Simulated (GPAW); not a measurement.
# Geometry or basis: what sets the conductance of a Ru chain with a Sn atom bridging one bond, part 2 of 2

How well does a Ru chain with a Sn atom bridging one bond conduct once its atoms have relaxed, and how much do cheaper levels lose?

GPAW 26.7.0; GPAW LCAO, PAW setups; relaxation of the junction within the symmetry of its start, lead ends held (the session's first sound run).

So far, transmission at the Fermi level (one spin): step 3 (double-zeta polarised basis) 3.37; step 4 (basis szp(dzp)) 3.35; step 5 (basis sz(dzp)) 3.35.

**6. revPBE in the dzp basis: xc = "revPBE"**

Level of this step: GPAW LCAO, PAW setups; Landauer transmission from Green's functions with principal layers (ASE), zero bias (GPAW).

Back in the dzp basis, the functional changes from PBE to revPBE, to set the spread between functionals beside that between bases.

run.py

```python
import json
import numpy as np
from ase import Atoms
from ase.transport.calculators import TransportCalculator
from gpaw import GPAW, FermiDirac
from gpaw.lcao.tools import get_lcao_hamiltonian
from scipy.linalg import eigh

# The junction with lead layers at both ends, along the third cell vector
device = Atoms(
    ['Ru', 'Ru', 'Ru', 'Ru', 'Ru', 'Ru', 'Ru', 'Ru', 'Sn', 'Ru', 'Ru', 'Ru', 'Ru', 'Ru', 'Ru', 'Ru', 'Ru'],
    positions=[
        [4.50000, 4.50000, 1.12500],
        [4.50000, 4.50000, 3.37500],
        [4.50000, 4.50000, 5.62500],
        [4.50000, 4.50000, 7.87500],
        [4.50000, 4.50000, 10.12500],
        [4.50000, 4.50000, 12.37500],
        [4.50000, 4.50000, 14.62500],
        [3.58034, 4.50000, 16.76152],
        [5.83185, 4.50000, 18.10000],
        [3.58034, 4.50000, 19.43848],
        [4.50000, 4.50000, 21.57500],
        [4.50000, 4.50000, 23.82500],
        [4.50000, 4.50000, 26.07500],
        [4.50000, 4.50000, 28.32500],
        [4.50000, 4.50000, 30.57500],
        [4.50000, 4.50000, 32.82500],
        [4.50000, 4.50000, 35.07500]],
    cell=[[9.0, 0.0, 0.0], [0.0, 9.0, 0.0], [0.0, 0.0, 36.2]],
    pbc=True)

# One principal layer of the lead: the first 5 atoms of the device
lead = Atoms(
    ['Ru', 'Ru', 'Ru', 'Ru', 'Ru'],
    positions=[
        [4.50000, 4.50000, 1.12500],
        [4.50000, 4.50000, 3.37500],
        [4.50000, 4.50000, 5.62500],
        [4.50000, 4.50000, 7.87500],
        [4.50000, 4.50000, 10.12500]],
    cell=[[9.0, 0.0, 0.0], [0.0, 9.0, 0.0], [0.0, 0.0, 11.25]],
    pbc=True)

settings = dict(mode='lcao', basis='dzp', xc='revPBE', h=0.2,
                occupations=FermiDirac(0.1), maxiter=250,
                mixer=dict(beta=0.1, nmaxold=8, weight=100.0),
                convergence=dict(density=0.0001))
energies = np.arange(-2, 2 + 1e-9, 0.025)
eta = 0.0001
n1, n2 = 1, 1
# k and -k transmit alike, so half of the mesh across the current serves
mesh = [(i, j) for i in range(n1) for j in range(n2) if (i, j) <= (-i % n1, -j % n2)]
weights = np.array([1 if (i, j) == (-i % n1, -j % n2) else 2 for i, j in mesh]) / (n1 * n2)

# [... helper functions left out ...]
fermi_lead = ground_state(lead, (1, 1, 10), 'lead.txt')
fermi_device = ground_state(device, (1, 1, 2), 'device.txt')
# [... loop over the mesh left out, but for ...]
        # Shift the lead onto the potential of the device's first layer
        shift = ((H[:, 0, 0] - H0[:, 0, 0]) / S0[0, 0]).real.mean()
# [...]
kT = 8.617333e-5 * 300
bias = [0.1, 0.2, 0.5, 1.0, 1.5, 2.0]
# [... integrals and printing left out ...]
```

The run is started by

```bash
OMP_NUM_THREADS=1 OPENBLAS_NUM_THREADS=1 python run.py
```

Log:

```text
basis functions: device 487, principal layer 145
Fermi level: lead -3.3310 eV, device -3.1818 eV; lead shifted by 0.0071 eV
largest coupling past the next layer 2.01e-05 eV, largest misfit of the first layer 0.050 eV
  E-E_F (eV)   T (one spin)  [channel counts left out]
    -2.000    2.2906e+00
    -1.975    2.3245e+00
    -1.950    2.3558e+00
[...]
1.975    9.2772e-01
     2.000    9.0505e-01
conductance at 300 K: 3.349 G0 a cell; thermopower 2.021 uV/K
current from the zero-bias T(E) at 0.1 V: 25.942 uA
current from the zero-bias T(E) at 0.2 V: 51.845 uA
current from the zero-bias T(E) at 0.5 V: 128.7 uA
current from the zero-bias T(E) at 1.0 V: 252.94 uA
current from the zero-bias T(E) at 1.5 V: 365.88 uA
current from the zero-bias T(E) at 2.0 V: 473.85 uA
```

Elapsed: 4.6 min, on 1 thread of Arm Neoverse V2, shared host; peak memory 1.5 GiB.

Numbers from this step:

```yaml
conductance: 3.349 G₀
thermopower: 2.021 μV/K
largest_coupling_past_the_next_principal_layer: 2.01e-5 eV
largest_misfit_of_the_first_principal_layer: 0.04951 eV
shift_that_aligns_the_lead: 0.007074 eV
basis_functions_of_the_junction: 487
basis_functions_of_a_principal_layer: 145
transmission_at_the_fermi_level_one_spin: 3.351
```

The conductance, 3.35 G₀, lies 0.7 % below that of the dzp run.

**7. The structure as built: geometry = "as built"**

The dzp basis with PBE on the structure as first built shows what the relaxation was worth.

run.py, as its differences from that of step 6:

```diff
@@ -19,5 +19,5 @@
         [4.50000, 4.50000, 14.62500],
-        [3.58034, 4.50000, 16.76152],
-        [5.83185, 4.50000, 18.10000],
-        [3.58034, 4.50000, 19.43848],
+        [4.50000, 4.50000, 16.87500],
+        [6.65449, 4.50000, 18.10000],
+        [4.50000, 4.50000, 19.32500],
         [4.50000, 4.50000, 21.57500],
@@ -44,3 +44,3 @@
 
-settings = dict(mode='lcao', basis='dzp', xc='revPBE', h=0.2,
+settings = dict(mode='lcao', basis='dzp', xc='PBE', h=0.2,
                 occupations=FermiDirac(0.1), maxiter=250,
```

Log:

```text
basis functions: device 487, principal layer 145
Fermi level: lead -3.4328 eV, device -3.3019 eV; lead shifted by 0.0056 eV
largest coupling past the next layer 2.00e-05 eV, largest misfit of the first layer 0.027 eV
  E-E_F (eV)   T (one spin)  [channel counts left out]
    -2.000    2.8220e+00
    -1.975    2.8262e+00
    -1.950    2.8299e+00
[...]
1.975    1.9530e+00
     2.000    1.9517e+00
conductance at 300 K: 4.5399 G0 a cell; thermopower 1.79 uV/K
current from the zero-bias T(E) at 0.1 V: 35.144 uA
current from the zero-bias T(E) at 0.2 V: 70.094 uA
current from the zero-bias T(E) at 0.5 V: 171.21 uA
current from the zero-bias T(E) at 1.0 V: 329.23 uA
current from the zero-bias T(E) at 1.5 V: 488.28 uA
current from the zero-bias T(E) at 2.0 V: 646.57 uA
```

It took 4.2 min on 1 thread; peak memory 1.5 GiB.

This step gave:

```yaml
conductance: 4.540 G₀
thermopower: 1.790 μV/K
largest_coupling_past_the_next_principal_layer: 2.00e-5 eV
largest_misfit_of_the_first_principal_layer: 0.02662 eV
shift_that_aligns_the_lead: 0.005601 eV
transmission_at_the_fermi_level_one_spin: 4.550
```

One spin. Table of transmission, zone mean by energy, zero at the Fermi level:

| energy (eV) | transmission, zone mean |
| --- | --- |
| -2.000 | 2.82 |
| -1.800 | 2.84 |
| -1.600 | 2.58 |
| -1.400 | 1.99 |
| -1.250 | 3.69 |
| -1.200 | 3.62 |
| -1.000 | 4.94 |
| -0.850 | 5.22 |
| -0.800 | 5.21 |
| -0.600 | 5.00 |
| -0.400 | 4.77 |
| -0.200 | 4.67 |
| 0.000 | 4.55 |
| 0.200 | 3.97 |
| 0.400 | 3.34 |
| 0.600 | 3.19 |
| 0.800 | 3.09 |
| 1.000 | 2.98 |
| 1.200 | 2.80 |
| 1.400 | 2.47 |
| 1.600 | 2.05 |
| 1.800 | 1.91 |
| 2.000 | 1.95 |

The conductance, 4.54 G₀, lies 35 % above that of the dzp run.

**8. The ladder**

Times are for 1 thread of Arm Neoverse V2, shared host. The runs compared:

| no. | run | conductance (G₀) | time | memory (GiB) |
| --- | --- | --- | --- | --- |
| 1 | dzp | 3.371 | 4.7 min | 1.5 |
| 2 | szp | 3.352 | 2.4 min | 1.4 |
| 3 | sz | 3.346 | 1.7 min | 1.3 |
| 4 | dzp revPBE | 3.349 | 4.6 min | 1.5 |
| 5 | asbuilt | 4.540 | 4.2 min | 1.5 |

**9. Comparison**

The curves are compared point by point over the common energies.

This step: comparison of transmission and cost over codes, levels and geometry (GPAW 26.7.0).

Ladder, by row:

| step | code | T at the Fermi level (sum over the listed spins) | conductance (G0) | r.m.s. T(E) from the first | wall time (s) | peak memory (GiB) | threads |
| --- | --- | --- | --- | --- | --- | --- | --- |
| dzp | GPAW | 3.373 | 3.371 | 0 | 284.6 | 1.47 | 1 |
| szp | GPAW | 3.354 | 3.352 | 0.1239 | 145 | 1.39 | 1 |
| sz | GPAW | 3.348 | 3.346 | 0.1023 | 102 | 1.34 | 1 |
| dzp-revPBE | GPAW | 3.351 | 3.349 | 0.07886 | 275.3 | 1.48 | 1 |
| asbuilt | GPAW | 4.55 | 4.54 | 1.011 | 254.4 | 1.48 | 1 |

The transmission, zone mean, sum over the listed spins by energy, zero at the Fermi level:

| energy (eV) | dzp | szp | sz | dzp-revPBE | asbuilt |
| --- | --- | --- | --- | --- | --- |
| -2.000 | 2.29 | 2.29 | 2.31 | 2.29 | 2.82 |
| -1.900 | 2.40 | 2.41 | 2.41 | 2.41 | 2.84 |
| -1.800 | 2.48 | 2.48 | 2.45 | 2.48 | 2.84 |
| -1.775 | 2.49 | 2.49 | 2.45 | 2.49 | 2.83 |
| -1.725 | 2.50 | 2.50 | 2.44 | 2.50 | 2.81 |
| -1.700 | 2.49 | 2.50 | 2.42 | 2.50 | 2.80 |
| -1.600 | 2.41 | 2.42 | 2.29 | 2.41 | 2.58 |
| -1.500 | 2.16 | 2.18 | 1.99 | 2.17 | 1.71 |
| -1.400 | 1.66 | 1.77 | 1.46 | 1.73 | 1.99 |
| -1.300 | 1.93 | 1.61 | 1.92 | 1.93 | 2.54 |
| -1.250 | 2.52 | 1.84 | 1.81 | 1.86 | 3.69 |
| -1.200 | 2.52 | 2.29 | 2.19 | 2.43 | 3.62 |
| -1.100 | 2.97 | 2.77 | 2.79 | 2.94 | 4.53 |
| -1.000 | 3.25 | 3.07 | 3.09 | 3.22 | 4.94 |
| -0.900 | 3.41 | 3.27 | 3.31 | 3.38 | 5.14 |
| -0.800 | 3.38 | 3.25 | 3.36 | 3.34 | 5.21 |
| -0.700 | 3.32 | 3.22 | 3.32 | 3.29 | 5.14 |
| -0.600 | 3.40 | 3.33 | 3.36 | 3.39 | 5.00 |
| -0.500 | 3.56 | 3.52 | 3.51 | 3.55 | 4.87 |
| -0.400 | 3.65 | 3.64 | 3.63 | 3.63 | 4.77 |
| -0.375 | 3.65 | 3.64 | 3.64 | 3.63 | 4.75 |
| -0.350 | 3.65 | 3.63 | 3.64 | 3.63 | 4.74 |
| -0.300 | 3.54 | 3.60 | 3.62 | 3.60 | 4.68 |
| -0.200 | 3.55 | 3.53 | 3.53 | 3.52 | 4.67 |
| -0.100 | 3.46 | 3.44 | 3.44 | 3.44 | 4.62 |
| 0.000 | 3.37 | 3.35 | 3.35 | 3.35 | 4.55 |
| 0.100 | 3.27 | 3.25 | 3.24 | 3.25 | 4.39 |
| 0.200 | 3.05 | 3.02 | 3.01 | 3.02 | 3.97 |
| 0.300 | 3.00 | 2.97 | 2.95 | 2.99 | 3.46 |
| 0.400 | 2.78 | 2.75 | 2.74 | 2.76 | 3.34 |
| 0.500 | 2.61 | 2.58 | 2.58 | 2.59 | 3.25 |
| 0.600 | 2.47 | 2.45 | 2.45 | 2.46 | 3.19 |
| 0.700 | 2.37 | 2.34 | 2.33 | 2.36 | 3.13 |
| 0.800 | 2.29 | 2.25 | 2.24 | 2.28 | 3.09 |
| 0.900 | 2.23 | 2.19 | 2.17 | 2.22 | 3.04 |
| 1.000 | 2.22 | 2.17 | 2.14 | 2.20 | 2.98 |
| 1.100 | 2.25 | 2.20 | 2.16 | 2.23 | 2.91 |
| 1.200 | 2.34 | 2.30 | 2.24 | 2.32 | 2.80 |
| 1.300 | 2.18 | 2.14 | 2.19 | 2.24 | 2.66 |
| 1.400 | 1.58 | 1.53 | 1.60 | 1.66 | 2.47 |
| 1.500 | 1.27 | 1.23 | 1.21 | 1.29 | 2.26 |
| 1.600 | 1.16 | 1.10 | 1.06 | 1.16 | 2.05 |
| 1.700 | 1.07 | 1.04 | 1.03 | 1.07 | 1.92 |
| 1.800 | 1.04 | 1.01 | 1.00 | 1.04 | 1.91 |
| 1.900 | 0.987 | 0.949 | 0.946 | 0.988 | 1.93 |
| 2.000 | 0.905 | 0.863 | 0.859 | 0.905 | 1.95 |

**10. Potential alignment off**

Without the shift, lead and junction are matched by their Fermi levels alone.

This step: GPAW LCAO, PAW setups; Landauer transmission from Green's functions with principal layers (ASE), zero bias (GPAW 26.7.0).

run.py, as its differences from that of step 7:

```diff
@@ -19,5 +19,5 @@
         [4.50000, 4.50000, 14.62500],
-        [4.50000, 4.50000, 16.87500],
-        [6.65449, 4.50000, 18.10000],
-        [4.50000, 4.50000, 19.32500],
+        [3.58034, 4.50000, 16.76152],
+        [5.83185, 4.50000, 18.10000],
+        [3.58034, 4.50000, 19.43848],
         [4.50000, 4.50000, 21.57500],
@@ -59,4 +59,4 @@
 # [... loop over the mesh left out, but for ...]
-        # Shift the lead onto the potential of the device's first layer
-        shift = ((H[:, 0, 0] - H0[:, 0, 0]) / S0[0, 0]).real.mean()
+        # Lead and device are aligned by their Fermi levels alone
+        shift = 0.0
 # [...]
```

Log:

```text
basis functions: device 487, principal layer 145
Fermi level: lead -3.4328 eV, device -3.2850 eV; lead shifted by 0.0000 eV
largest coupling past the next layer 2.00e-05 eV, largest misfit of the first layer 0.057 eV
  E-E_F (eV)   T (one spin)  [channel counts left out]
    -2.000    2.2877e+00
    -1.975    2.3219e+00
    -1.950    2.3535e+00
    -1.925    2.3824e+00
    -1.900    2.4084e+00
    -1.875    2.4313e+00
    -1.850    2.4511e+00
    -1.825    2.4676e+00
    -1.800    2.4807e+00
    -1.775    2.4902e+00
    -1.750    2.4957e+00
    -1.725    2.4968e+00
    -1.700    2.4929e+00
    -1.675    2.4832e+00
    -1.650    2.4669e+00
    -1.625    2.4429e+00
[...]
1.825    1.0304e+00
     1.850    1.0183e+00
     1.875    1.0041e+00
     1.900    9.8775e-01
     1.925    9.6946e-01
     1.950    9.4946e-01
     1.975    9.2815e-01
     2.000    9.0597e-01
conductance at 300 K: 3.3725 G0 a cell; thermopower 2.128 uV/K
current from the zero-bias T(E) at 0.1 V: 26.122 uA
current from the zero-bias T(E) at 0.2 V: 52.194 uA
current from the zero-bias T(E) at 0.5 V: 129.52 uA
current from the zero-bias T(E) at 1.0 V: 254.4 uA
current from the zero-bias T(E) at 1.5 V: 367.92 uA
current from the zero-bias T(E) at 2.0 V: 476.7 uA
```

Elapsed: 4.7 min, on 1 thread; peak memory 1.5 GiB.

Numbers from this step:

```
conductance                                 : 3.372 G₀
thermopower                                 : 2.128 μV/K
largest misfit of the first principal layer : 0.05726 eV
shift that aligns the lead                  : 0 eV
transmission at the Fermi level (one spin)  : 3.375
```

One spin. Transmission, zone mean against energy, zero at the Fermi level:

| energy (eV) | transmission, zone mean |
| --- | --- |
| -2.000 | 2.29 |
| -1.900 | 2.41 |
| -1.800 | 2.48 |
| -1.725 | 2.50 |
| -1.700 | 2.49 |
| -1.600 | 2.41 |
| -1.500 | 2.16 |
| -1.400 | 1.66 |
| -1.300 | 1.93 |
| -1.200 | 2.47 |
| -1.100 | 2.98 |
| -1.000 | 3.26 |
| -0.900 | 3.40 |
| -0.800 | 3.38 |
| -0.700 | 3.32 |
| -0.600 | 3.40 |
| -0.500 | 3.56 |
| -0.400 | 3.65 |
| -0.375 | 3.65 |
| -0.300 | 3.62 |
| -0.200 | 3.55 |
| -0.100 | 3.46 |
| 0.000 | 3.38 |
| 0.100 | 3.27 |
| 0.200 | 3.08 |
| 0.300 | 3.00 |
| 0.400 | 2.78 |
| 0.500 | 2.61 |
| 0.600 | 2.47 |
| 0.700 | 2.37 |
| 0.800 | 2.29 |
| 0.900 | 2.23 |
| 1.000 | 2.22 |
| 1.100 | 2.26 |
| 1.200 | 2.34 |
| 1.300 | 2.18 |
| 1.400 | 1.58 |
| 1.500 | 1.27 |
| 1.600 | 1.16 |
| 1.700 | 1.07 |
| 1.800 | 1.04 |
| 1.900 | 0.988 |
| 2.000 | 0.906 |

Not self-consistent under bias; the bias window is split evenly. The current through one cell, from the zero-bias transmission by bias:

| bias (V) | current through one cell, from the zero-bias transmission (μA) |
| --- | --- |
| 0.100 | 26.1 |
| 0.200 | 52.2 |
| 0.500 | 130 |
| 1.000 | 254 |
| 1.500 | 368 |
| 2.000 | 477 |

Table of transmission of the three most open eigenchannels by energy, zero at the Fermi level:

| energy (eV) | channel 1 | channel 2 | channel 3 |
| --- | --- | --- | --- |
| -2.000 | 0.926 | 0.808 | 0.553 |
| -1.900 | 0.909 | 0.898 | 0.601 |
| -1.800 | 0.976 | 0.861 | 0.643 |
| -1.700 | 0.997 | 0.817 | 0.678 |
| -1.600 | 0.937 | 0.769 | 0.704 |
| -1.500 | 0.745 | 0.740 | 0.680 |
| -1.400 | 0.743 | 0.478 | 0.442 |
| -1.300 | 0.994 | 0.694 | 0.243 |
| -1.200 | 0.961 | 0.627 | 0.608 |
| -1.100 | 0.989 | 0.744 | 0.608 |
| -1.000 | 0.987 | 0.805 | 0.587 |
| -0.900 | 0.866 | 0.852 | 0.579 |
| -0.800 | 0.904 | 0.643 | 0.583 |
| -0.700 | 0.949 | 0.685 | 0.615 |
| -0.600 | 0.980 | 0.720 | 0.701 |
| -0.500 | 0.997 | 0.873 | 0.711 |
| -0.400 | 0.995 | 0.965 | 0.720 |
| -0.300 | 0.991 | 0.984 | 0.723 |
| -0.200 | 0.995 | 0.969 | 0.733 |
| -0.100 | 0.994 | 0.951 | 0.740 |
| 0.000 | 0.991 | 0.931 | 0.747 |
| 0.100 | 0.980 | 0.902 | 0.743 |
| 0.200 | 0.908 | 0.830 | 0.746 |
| 0.300 | 0.992 | 0.937 | 0.730 |
| 0.400 | 0.955 | 0.894 | 0.684 |
| 0.500 | 0.956 | 0.807 | 0.642 |
| 0.600 | 0.955 | 0.744 | 0.599 |
| 0.700 | 0.954 | 0.705 | 0.553 |
| 0.800 | 0.953 | 0.688 | 0.504 |
| 0.900 | 0.952 | 0.698 | 0.455 |
| 1.000 | 0.951 | 0.744 | 0.410 |
| 1.100 | 0.950 | 0.841 | 0.371 |
| 1.200 | 0.977 | 0.949 | 0.338 |
| 1.300 | 0.950 | 0.866 | 0.306 |
| 1.400 | 0.955 | 0.316 | 0.271 |
| 1.500 | 0.963 | 0.231 | 0.0546 |
| 1.600 | 0.976 | 0.179 | 0.00627 |
| 1.700 | 0.998 | 0.0681 | 0.00102 |
| 1.800 | 0.994 | 0.0398 | 0.00643 |
| 1.900 | 0.964 | 0.0132 | 0.0110 |
| 2.000 | 0.893 | 0.0125 | 2.7e-4 |

The conductance equals that of the dzp run to 0.2 %.

**11. Summary of results**

- conductance: 3.37 G₀
- transmission at the Fermi level, mean of the spins: 3.37
- thermopower: 2.07 μV/K

In the dzp basis the junction conducts 3.37 G₀ at 300 K, with T = 3.37 a spin at the Fermi level; the sz basis reaches that conductance within 10 %. Relaxation moved atoms by up to 0.93 Å and took the conductance from 4.54 to 3.37 G₀, as a ratio a larger change than the step from dzp to the minimal basis. At the Fermi level the three most open eigenchannels pass 0.99, 0.93 and 0.75. Measured against the first run (dzp), the nearest curve is that of dzp-revPBE (r.m.s. 0.079) and the farthest that of asbuilt (1.0). Over the compared runs wall time goes from 102 s (sz) to 285 s (dzp), on a shared host. The leads kept an estimated spacing and the cell its length, so the junction may be under some tension or compression. The geometry comes from the orbital basis, which tends to overbind, and kept the symmetry of the start, so a structure of lower symmetry may lie lower. The run had no spin polarisation, so a magnetic state, which chains and small molecules with open shells often have, wasn't tested. Spin-orbit coupling is left out, which matters for the heavy atoms here. An evenly spaced straight chain is an idealisation: free chains tend to dimerise, zigzag or, where a band edge lies near the Fermi level, turn magnetic. The currents use the zero-bias T(E) throughout, which holds only while the bias is small against the distance to the nearest feature.

[Logs are printed without paths, hosts, clocks, repeated set-up lines and the standing remarks that a program may print on its own settings, such as how far it seeks lower states.]

[Hosts, paths, dates, database ids (printed as entryN), source tags and the programs' standing remarks are cut or masked in the printed files.]
